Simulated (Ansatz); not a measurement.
In doubt: masses and optical values from hybrid runs of this build are listed as unsure (in some of the runs), which bears on the screening that GW takes from such a start; one-shot GW on d or f shells is unsure (in some of the runs), so the values of those runs are not to be relied on.

System: FeAs2 (Lollingite).

Symmetry: Pnnm, No. 58, orthorhombic system. The conventional cell has a = 5.301 Å, b = 5.986 Å, c = 2.882 Å, α = 90.00°, β = 90.00°, γ = 90.00°. Nearest to Fe lie 6 As at 2.36 to 2.39 Å. As has 3 Fe at 2.36 to 2.39 Å and 1 As at 2.49 Å nearest. Farther neighbours are not listed.

```
Fe As
1.0
     5.30120    0.00000    0.00000
     0.00000    5.98580    0.00000
     0.00000    0.00000    2.88220
Fe As
2 4
Direct
  0.00000 0.00000 0.00000
  0.50000 0.50000 0.50000
  0.17630 0.36240 0.00000
  0.82370 0.63760 0.00000
  0.67630 0.13760 0.50000
  0.32370 0.86240 0.50000
```

The cell and positions come from the Crystallography Open Database and are kept as given unless a step says otherwise.

Gaps computed with Ansatz 0.2.0 without a self-energy: HSE06 1.34 eV.

What gap should G0W0 on HSE06 give (4×4×6 mesh, 543 empty bands, screening to 190 eV, hard PAW files)?

About 0.91 eV: on its mesh the run moves the gap from 1.52 eV by −0.61 eV. A band edge moves to another state on the way. Bands and cutoff are finite, so the gap is not at the basis limit. The miss can reach some tenths of an eV and take either sign; the mesh is an error of its own. The runs have no spin polarisation. For a closed low-spin shell that is the natural state; where a d or f shell is open it is a constraint, and the gap is then not the crystal's own. With d states at the gap, one-shot GW leans hard on its start. The many-body steps are scalar-relativistic: spin-orbit coupling is not in them.

[Paths, hosts, dates, memory and timing lines, banners, echoed tables and standing remarks are left out of the program output.]

[Logs are printed without paths, hosts, clocks, repeated set-up lines and the standing remarks that a program may print on its own settings, such as how far it seeks lower states.]

[Runs of the session that timed out or met a known fault of the program may be left out.]

[Cells called generated may have been cut or substituted from an entry of the Crystallography Open Database or the Materials Project.]

[Hosts, paths, dates, database ids (printed as entryN), source tags and the programs' standing remarks are cut or masked in the printed files.]
